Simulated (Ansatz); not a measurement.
**Slab bands of Ag(111)-(√3×√3)R30°-Sb surface alloy**

Wanted: the bands of Ag(111)-(√3×√3)R30°-Sb surface alloy, and its levels against the vacuum.

Program: Ansatz 0.2.0. Level of theory: plane-wave DFT, PBE, Ansatz PAW, in the first sound run; inputs show where later runs differ. Results are calculated unless marked as measured.

This is a report of a sequence of runs, with most program output left out.

## Step 1: Starting point

The cell holds 15 atoms: 14 Ag and 1 Sb. Cell: a = 5.009 Å, b = 5.009 Å, c = 28.045 Å, α = 90.0°, β = 90.0°, γ = 60.0°. Vacuum lies along c.

## Step 2: Relaxation

The structure is relaxed first, because levels and dipoles at a surface follow the positions of the outer atoms.

The input, input.yaml:

```yaml
crystal:
  lattice:
    - [5.009206524, 0.0, 0.0]
    - [2.504603262, 4.3381001026, 0.0]
    - [0.0, 0.0, 28.0454504039]
  atoms:
    - { symbol: Ag, position: [0.0, 0.33333333, 0.3209076649] }
    - { symbol: Ag, position: [0.33333333, 0.66666667, 0.3209076649] }
    - { symbol: Ag, position: [0.66666667, 0.0, 0.3209076649] }
    - { symbol: Ag, position: [0.0, 0.0, 0.4051053714] }
    - { symbol: Ag, position: [0.33333333, 0.33333333, 0.4051053714] }
    - { symbol: Ag, position: [0.66666667, 0.66666667, 0.4051053714] }
    - { symbol: Ag, position: [0.0, 0.66666667, 0.4893030778] }
    - { symbol: Ag, position: [0.33333333, 0.0, 0.4893030778] }
    - { symbol: Ag, position: [0.66666667, 0.33333333, 0.4893030778] }
    - { symbol: Ag, position: [0.0, 0.33333333, 0.5735007843] }
    - { symbol: Ag, position: [0.33333333, 0.66666667, 0.5735007843] }
    - { symbol: Ag, position: [0.66666667, 0.0, 0.5735007843] }
    - { symbol: Ag, position: [0.0, 0.0, 0.6576984908] }
    - { symbol: Ag, position: [0.33333333, 0.33333333, 0.6576984908] }
    - { symbol: Sb, position: [0.66666667, 0.66666667, 0.6790923351] }
kpoints:
  mp_grid: { grid: [12, 12, 1] }
hamiltonian:
  xc: pbe
scf:
  occupations: { method: fermi_dirac, width: 0.1 }
  convergence: { dr2_threshold: 1.0e-08 }
efield:
  axis: 3
  dipole_correction: true
  ramp_position: 0.97
  ramp_width: 0.06
relax:
  f_tol: 0.01
  max_steps: 60
  constraints: [{ sites: [0, 1, 2, 3, 4, 5] }]
output:
  write_potential: true
  write_density: true
  volumetric_format: npy
```

The run is started by

```console
$ ansatz run input.yaml --threads 8 --pin off --max-ram 12288MiB --backend cpu --events-out ev --progress --plain --runs-dir out
```

Wall time 1.9 min (8 threads of Arm Neoverse V2, shared host); peak memory 4.4 GiB.

Step by step:

| step | energy less that of the first step (eV) | largest force component (eV/Å) |
| --- | --- | --- |
| 1 | 0.0000 | 0.2448 |
| 2 | -0.0619 | 0.1469 |
| 3 | -0.0821 | 0.0626 |
| 4 | -0.0869 | 0.0208 |
| 5 | -0.0872 | 0.0020 |

Forces are held to the 6 operations that the run works with; a distortion that breaks them can't arise in this run.

The atoms that moved most (Å):

| atom | dx | dy | dz | length |
| --- | --- | --- | --- | --- |
| Sb15 | 0.000 | 0.000 | -0.234 | 0.234 |
| Ag14 | 0.000 | 0.000 | 0.234 | 0.234 |
| Ag13 | 0.000 | 0.000 | 0.234 | 0.234 |
| Ag12 | -0.005 | -0.008 | 0.096 | 0.097 |
| Ag11 | 0.010 | 0.000 | 0.096 | 0.097 |
| Ag10 | -0.005 | 0.008 | 0.096 | 0.097 |
| Ag7 | 0.009 | 0.000 | 0.051 | 0.052 |
| Ag8 | -0.004 | 0.008 | 0.051 | 0.052 |

Numbers from this step:

| Item | Value |
| --- | --- |
| energy at zero smearing | -112750.6339 eV |
| work function, upper face | 4.278 eV |
| work function, lower face | 4.432 eV |
| dipole along the normal | 0.01856 e·Å |
| step between the vacuum levels | -0.1546 eV |

The relaxation took 5 steps and lowered the energy by 0.087 eV; the largest force on the free atoms ends at 0.0020 eV/Å.

The work function of the upper face is 4.28 eV.

## Step 3: Bands and layer weights

Projections on the atoms tell how each level spreads over the atomic layers. In a slab this thin or layered, weight on the outer layers doesn't make a level a surface state.

The input, input.yaml:

```yaml
crystal:
  lattice:
    - [5.009206524, 0.0, 0.0]
    - [2.504603262, 4.3381001026, 0.0]
    - [0.0, 0.0, 28.0454504039]
  atoms:
    - { symbol: Ag, position: [1.7e-09, 0.3333333317, 0.3209076649] }
    - { symbol: Ag, position: [0.3333333317, 0.6666666667, 0.3209076649] }
    - { symbol: Ag, position: [0.6666666667, 1.7e-09, 0.3209076649] }
    - { symbol: Ag, position: [0.0, 0.0, 0.4051053714] }
    - { symbol: Ag, position: [0.3333333333, 0.3333333333, 0.4051053714] }
    - { symbol: Ag, position: [0.6666666667, 0.6666666667, 0.4051053714] }
    - { symbol: Ag, position: [0.0017300044, 0.6666666667, 0.4911137101] }
    - { symbol: Ag, position: [0.331603329, 0.0017300044, 0.4911137101] }
    - { symbol: Ag, position: [0.6666666667, 0.331603329, 0.4911137101] }
    - { symbol: Ag, position: [-0.0019389111, 0.3352722444, 0.5769325643] }
    - { symbol: Ag, position: [0.3352722444, 0.6666666667, 0.5769325643] }
    - { symbol: Ag, position: [0.6666666667, -0.0019389111, 0.5769325643] }
    - { symbol: Ag, position: [0.0, 0.0, 0.6660307043] }
    - { symbol: Ag, position: [0.3333333333, 0.3333333333, 0.6660307043] }
    - { symbol: Sb, position: [0.6666666667, 0.6666666667, 0.6707565214] }
kpoints:
  mp_grid: { grid: [12, 12, 1] }
  band_path:
    path: [[0, 0, 0], [0.5, 0, 0], [0.66666667, 0.33333333, 0], [0, 0, 0]]
    npoints: 24
hamiltonian:
  xc: pbe
scf:
  occupations: { method: fermi_dirac, width: 0.05 }
  convergence: { dr2_threshold: 1.0e-09 }
efield:
  axis: 3
  dipole_correction: true
  ramp_position: 0.97
  ramp_width: 0.06
output:
  fatbands: true
  dos: { projected: true, e_range: [-8, 5] }
  write_potential: true
  write_density: true
  volumetric_format: npy
  elf: true
```

Run time: 3.4 min. Hardware: 8 threads; peak memory 7.1 GiB.

Numbers from this step:

```yaml
energy_at_zero_smearing: -112750.6396 eV
work_function_upper_face: 4.264 eV
work_function_lower_face: 4.414 eV
dipole_along_the_normal: 0.01800 e·Å
step_between_the_vacuum_levels: -0.1499 eV
```

The density of states has structure finer than the step of the table below, so its rows give means over 0.5 eV, whole bins alone (the curve runs from -8 to 2 eV). Peaks (eV: height): -4.74: 74.2, -4.58: 63.8, -4.51: 65.0, -4.45: 66.5, -3.99: 65.5, -3.21: 85.5, -3.08: 83.9.

Density of states against energy, zero at the Fermi level; means over each step:

| energy (eV) | density of states (states/eV a cell) |
| --- | --- |
| -7.5 | 0.141 |
| -7.0 | 0.903 |
| -6.5 | 3.44 |
| -6.0 | 28.4 |
| -5.5 | 41.5 |
| -5.0 | 42.2 |
| -4.5 | 49.3 |
| -4.0 | 47.0 |
| -3.5 | 42.2 |
| -3.0 | 36.9 |
| -2.5 | 4.34 |
| -2.0 | 5.58 |
| -1.5 | 3.87 |
| -1.0 | 3.77 |
| -0.5 | 4.35 |
| 0.0 | 4.37 |
| 0.5 | 4.79 |
| 1.0 | 3.74 |
| 1.5 | 4.75 |

Projected DOS per atom over height of the atomic layer and energy from the Fermi level. Layers: Ag3 Ag3 Ag3 Ag3 Ag2Sb from below.

Ten even steps from '0' (0.00 states/eV) to '9' (4.07 states/eV), each cell a mean:
```
00000
00000
00000
00001
00000
00000
00000
00001
00001
00000
33211
99861
96794
86676
89886
55667
68575
27763
00011
00000
00000
00000
```
Columns: height of the atomic layer (Å) from 9 to 18.7; rows upwards: energy from the Fermi level (eV) from -7.96 to 1.95.

The electronic bands at the labelled points (eV, zero at the Fermi level):

| point | band 138 | band 139 | band 140 | band 141 | band 142 | band 143 | band 144 | band 145 |
| --- | --- | --- | --- | --- | --- | --- | --- | --- |
| Γ | -0.29 | 0.60 | 0.60 | 2.48 | 2.48 | 2.87 | 3.22 | 3.29 |
| halfway | -0.90 | -0.32 | 0.28 | 0.40 | 0.70 | 1.35 | 1.67 | 1.87 |
| M | -1.96 | -1.28 | -0.76 | -0.28 | 0.24 | 0.40 | 1.05 | 1.12 |
| halfway | -2.20 | -1.37 | -1.17 | -0.66 | -0.57 | 0.25 | 0.90 | 1.27 |
| K | -2.36 | -1.94 | -1.94 | -0.96 | -0.27 | -0.27 | 0.63 | 1.72 |
| halfway | -1.01 | -0.29 | -0.28 | 0.35 | 0.48 | 0.81 | 1.55 | 1.69 |
| Γ | -0.29 | 0.60 | 0.60 | 2.48 | 2.48 | 2.87 | 3.22 | 3.29 |

Electrostatic potential energy in the ca plane at fractional y = 0.667, with atoms of Ag and Sb within 0.2 Å of it. With pseudopotentials it is smooth inside the atoms' cores, unlike the true potential.

Values in eV, 7 rows by 16 columns, each cell a mean:
```
  2   5 -14 -22   4   6   7   3  -1   7   9   9   9   9   9   9
-23  -9   4   2   7   6   6 -13 -20   2   9   9   9   9   9   9
-29 -14   7   7   8   5   6 -16 -21   0   9   9   9   9   9   9
 -7   1   7   6   3 -17  -1  -3 -10   6   9   9   9   9   9   9
  6   8   7   7  -4 -31 -10   6   6   8   9   9   9   9   9   9
  6   7   0  -4   1 -18  -1   6   6   8   9   9   9   9   9   9
  6   6 -18 -26   3   5   7   7   6   8   9   9   9   9   9   9
```
Columns run along c (16.0 Å, from fractional 0.38 to 0.95 of the cell; values clipped at the 3rd and 97th percentile), rows up along a (5.0 Å). Atoms in or near the plane, at fractional coordinates: Ag at (0.41, 0.67), Ag at (0.49, 0.00), Ag at (0.58, 0.34), Sb at (0.67, 0.67).

ELF in the ca plane at fractional y = 0.667, with atoms of Ag and Sb within 0.2 Å of it. It is the smooth field of the valence electrons, not physical close to the nuclei.

Values, 7 rows by 16 columns, each cell a mean:
```
0.20 0.18 0.39 0.52 0.19 0.17 0.18 0.34 0.43 0.40 0.10 0.01 0.00 0.00 0.00 0.00
0.54 0.33 0.19 0.20 0.16 0.16 0.29 0.29 0.20 0.58 0.26 0.02 0.00 0.00 0.00 0.00
0.66 0.39 0.19 0.17 0.16 0.17 0.32 0.23 0.10 0.58 0.30 0.02 0.00 0.00 0.00 0.00
0.29 0.21 0.17 0.17 0.20 0.42 0.25 0.36 0.39 0.52 0.16 0.01 0.00 0.00 0.00 0.00
0.18 0.16 0.16 0.19 0.28 0.71 0.33 0.25 0.32 0.21 0.05 0.00 0.00 0.00 0.00 0.00
0.17 0.17 0.22 0.27 0.21 0.44 0.23 0.17 0.18 0.12 0.03 0.00 0.00 0.00 0.00 0.00
0.17 0.18 0.45 0.60 0.20 0.19 0.15 0.18 0.22 0.14 0.03 0.00 0.00 0.00 0.00 0.00
```
Columns run along c (16.0 Å, from fractional 0.38 to 0.95 of the cell), rows up along a (5.0 Å). Atoms in or near the plane, at fractional coordinates: Ag at (0.41, 0.67), Ag at (0.49, 0.00), Ag at (0.58, 0.34), Sb at (0.67, 0.67).

Valence density in the ca plane at fractional y = 0.667, with atoms of Ag and Sb within 0.2 Å of it. It is the smooth field of the valence electrons, not physical close to the nuclei.

Ten steps, logarithmic in the rise over the least value, from '0' (0 e/Å³) to '9' (19 e/Å³), each cell a mean:
```
11111258986211111101111110000000000000000000
23321135663111111111123221000000000000000000
57752112221111111111356532100000000000000000
79974111111001111112479852100000000000000000
79974111111001111112489852100000000000000000
57752111111111222112356532100000000000000000
23321111111113565211223321000000000000000000
11111011111126897421111110000000000000000000
11110001111137998521111110000000000000000000
11111011111125887411111100000000000000000000
11111123442113454211111100000000000000000000
11111147875211121100111100000000000000000000
11111258996311111000111100000000000000000000
```
Columns run along c (16.0 Å, from fractional 0.38 to 0.95 of the cell), rows up along a (5.0 Å). Atoms in or near the plane, at fractional coordinates: Ag at (0.41, 0.67), Ag at (0.49, 0.00), Ag at (0.58, 0.34), Sb at (0.67, 0.67).

The work function of the upper face is 4.26 eV.

## Step 4: With spin-orbit coupling

This step: plane-wave DFT, PBE, fully relativistic PAW with spin-orbit coupling (Ansatz 0.2.0).

Heavy atoms split their bands by spin-orbit coupling, so the bands are run again with fully relativistic files.

Edit input.yaml of step 3 so:

```diff
@@ -21,12 +21,11 @@
     - { symbol: Sb, position: [0.6666666667, 0.6666666667, 0.6707565214] }
-kpoints:
-  mp_grid: { grid: [12, 12, 1] }
-  band_path:
-    path: [[0, 0, 0], [0.5, 0, 0], [0.66666667, 0.33333333, 0], [0, 0, 0]]
-    npoints: 24
 hamiltonian:
   xc: pbe
+  pseudopotentials: { kind: paw_fr }
+magnetization:
+  noncollinear: true
+  spin_orbit: true
 scf:
   occupations: { method: fermi_dirac, width: 0.05 }
-  convergence: { dr2_threshold: 1.0e-09 }
+  convergence: { dr2_threshold: 1.0e-08 }
 efield:
@@ -38,3 +37,2 @@
   fatbands: true
-  dos: { projected: true, e_range: [-8, 5] }
   write_potential: true
@@ -42,2 +40,6 @@
   volumetric_format: npy
-  elf: true
+kpoints:
+  mp_grid: { grid: [12, 12, 1] }
+  band_path:
+    path: [[0, 0, 0], [0.5, 0, 0], [0.66666667, 0.33333333, 0], [0, 0, 0]]
+    npoints: 14
```

Wall time 25 min (8 threads); peak memory 12 GiB.

This step gave:

| Item | Value |
| --- | --- |
| energy at zero smearing | -112785.9637 eV |
| work function, lower face | 4.420 eV |
| dipole along the normal | 0.01872 e·Å |
| step between the vacuum levels | -0.1559 eV |

Electronic bands along the path, in eV, zero at the Fermi level:

| point | band 279 | band 280 | band 281 | band 282 | band 283 | band 284 | band 285 | band 286 |
| --- | --- | --- | --- | --- | --- | --- | --- | --- |
| Γ | 0.69 | 0.69 | 2.39 | 2.39 | 2.55 | 2.55 | 2.88 | 2.88 |
| halfway | 0.25 | 0.30 | 0.39 | 0.42 | 0.69 | 0.71 | 1.34 | 1.34 |
| M | -0.76 | -0.76 | -0.28 | -0.28 | 0.24 | 0.24 | 0.40 | 0.40 |
| halfway | -1.17 | -1.15 | -0.66 | -0.65 | -0.57 | -0.57 | 0.24 | 0.27 |
| K | -1.93 | -1.90 | -0.95 | -0.95 | -0.28 | -0.28 | -0.28 | -0.26 |
| halfway | -0.27 | -0.27 | 0.32 | 0.37 | 0.48 | 0.48 | 0.81 | 0.81 |
| Γ | 0.69 | 0.69 | 2.39 | 2.39 | 2.55 | 2.55 | 2.88 | 2.88 |

The work function of the upper face is 4.26 eV.

## Step 5: Close to the zone centre

A Rashba splitting shows at small k, so a short path out of the zone centre is sampled finely.

Edit input.yaml of step 4 so:

```diff
@@ -42,4 +42,2 @@
   mp_grid: { grid: [12, 12, 1] }
-  band_path:
-    path: [[0, 0, 0], [0.5, 0, 0], [0.66666667, 0.33333333, 0], [0, 0, 0]]
-    npoints: 14
+  band_path: { path: [[0, 0, 0], [0.2071, 0, 0]], npoints: 30 }
```

Run time: 20 min. Hardware: 8 threads; peak memory 12 GiB.

Electronic bands along the path, in eV, zero at the Fermi level:

| point | band 273 | band 274 | band 275 | band 276 | band 277 | band 278 | band 279 | band 280 |
| --- | --- | --- | --- | --- | --- | --- | --- | --- |
| Γ | -0.60 | -0.60 | -0.29 | -0.29 | 0.50 | 0.50 | 0.69 | 0.69 |
| halfway | -0.90 | -0.86 | -0.15 | -0.14 | 0.15 | 0.15 | 0.53 | 0.59 |
| end | -1.43 | -1.39 | -0.60 | -0.59 | 0.22 | 0.26 | 0.26 | 0.27 |

The levels on this short path go into the next step.

## Step 6: Spin splitting

This step: plane-wave DFT, PBE, fully relativistic PAW with spin-orbit coupling; spin splitting near the zone centre (Ansatz 0.2.0).

Levels that meet at the zone centre are followed outwards; a split that grows in proportion to k gives the Rashba parameter as ΔE/2k.

Numbers from this step:

- largest split over 2k that stays linear in k: 0.2517 eV Å

Groups of levels that meet at the zone centre and whose split, tested at two k, grows in proportion to k or stays under 1 meV; groups that fail this test are left out. Spin splitting, by row:

| level at the first point (eV from the Fermi level) | states | split at k = 0.030 1/A (eV) | split over 2k (eV Å) |
| --- | --- | --- | --- |
| -2.247 | 2 | 0.006 | 0.1 |
| -0.5956 | 2 | 0.0151 | 0.2517 |
| -0.2888 | 2 | 4.00e-4 | 0 |

## Step 7: A changed input

This step: plane-wave DFT, PBE, Ansatz PAW (Ansatz 0.2.0).

An input spoilt on purpose, to show how the run answers: it repeats the earlier run with kpoints.mp_grid.grid from [12, 12, 1] to [1, 1, 1], and scf.max_iter set to 80; its output block differs too.

Edit input.yaml of step 5 so:

```diff
@@ -21,11 +21,13 @@
     - { symbol: Sb, position: [0.6666666667, 0.6666666667, 0.6707565214] }
+kpoints:
+  mp_grid: { grid: [1, 1, 1] }
+  band_path:
+    path: [[0, 0, 0], [0.5, 0, 0], [0.66666667, 0.33333333, 0], [0, 0, 0]]
+    npoints: 24
 hamiltonian:
   xc: pbe
-  pseudopotentials: { kind: paw_fr }
-magnetization:
-  noncollinear: true
-  spin_orbit: true
 scf:
   occupations: { method: fermi_dirac, width: 0.05 }
-  convergence: { dr2_threshold: 1.0e-08 }
+  convergence: { dr2_threshold: 1.0e-09 }
+  max_iter: 80
 efield:
@@ -37,2 +39,3 @@
   fatbands: true
+  dos: { projected: true, e_range: [-8, 5] }
   write_potential: true
@@ -40,4 +43 @@
   volumetric_format: npy
-kpoints:
-  mp_grid: { grid: [12, 12, 1] }
-  band_path: { path: [[0, 0, 0], [0.2071, 0, 0]], npoints: 30 }
```

It took 2.8 min on 8 threads; peak memory 6.5 GiB.

| quantity | this run | earlier run | difference |
| --- | --- | --- | --- |
| work function, upper face (eV) | 4.074 | 4.264 | -0.19 |
| work function, lower face (eV) | 3.593 | 4.414 | -0.82 |
| dipole along the normal (e·Å) | -0.05767 | 0.01800 | -0.076 |

What moves beyond 0.01 in its unit (for the dipole 0.5 % and 5e-5 e·Å): dipole along the normal (-0.0757 e·Å), work function, lower face (-0.82 eV) and work function, upper face (-0.19 eV).

The fault (one k-point for a small cell) shows in the results, which are not taken further.

## Step 8: Outcome

```
work function, upper face                    : 4.26 eV
work function, lower face                    : 4.41 eV
largest split over 2k that stays linear in k : 0.252 eV Å
```

In words: No level at the symmetry points, from 3 eV under the Fermi level to 2.0 eV over it, passes the bound for weight on the outer layers. The strongest linear splitting near the zone centre, 0.25 eV·Å, belongs to the levels at -0.60 eV. The in-plane lattice is held at a typed value, so part of the relaxation answers the strain against the functional's own lattice constant. Image-potential states are missing at this level, since the potential falls off too fast in the vacuum.

[Logs are printed without paths, hosts, clocks, repeated set-up lines and the standing remarks that a program may print on its own settings, such as how far it seeks lower states.]

[Hosts, paths, dates, database ids (printed as entryN), source tags and the programs' standing remarks are cut or masked in the printed files.]

[Maps of the electrostatic potential energy from Ansatz leave out the sawtooth potential of an applied field or a dipole correction, so their vacuum need not be flat; planar profiles and work functions include it.]

[The density of states shown here was stored with 400 of the rows of the run's finer table, so its peaks can read low, often by over a quarter, or be missed, and its means over a window can be off by a tenth or more.]
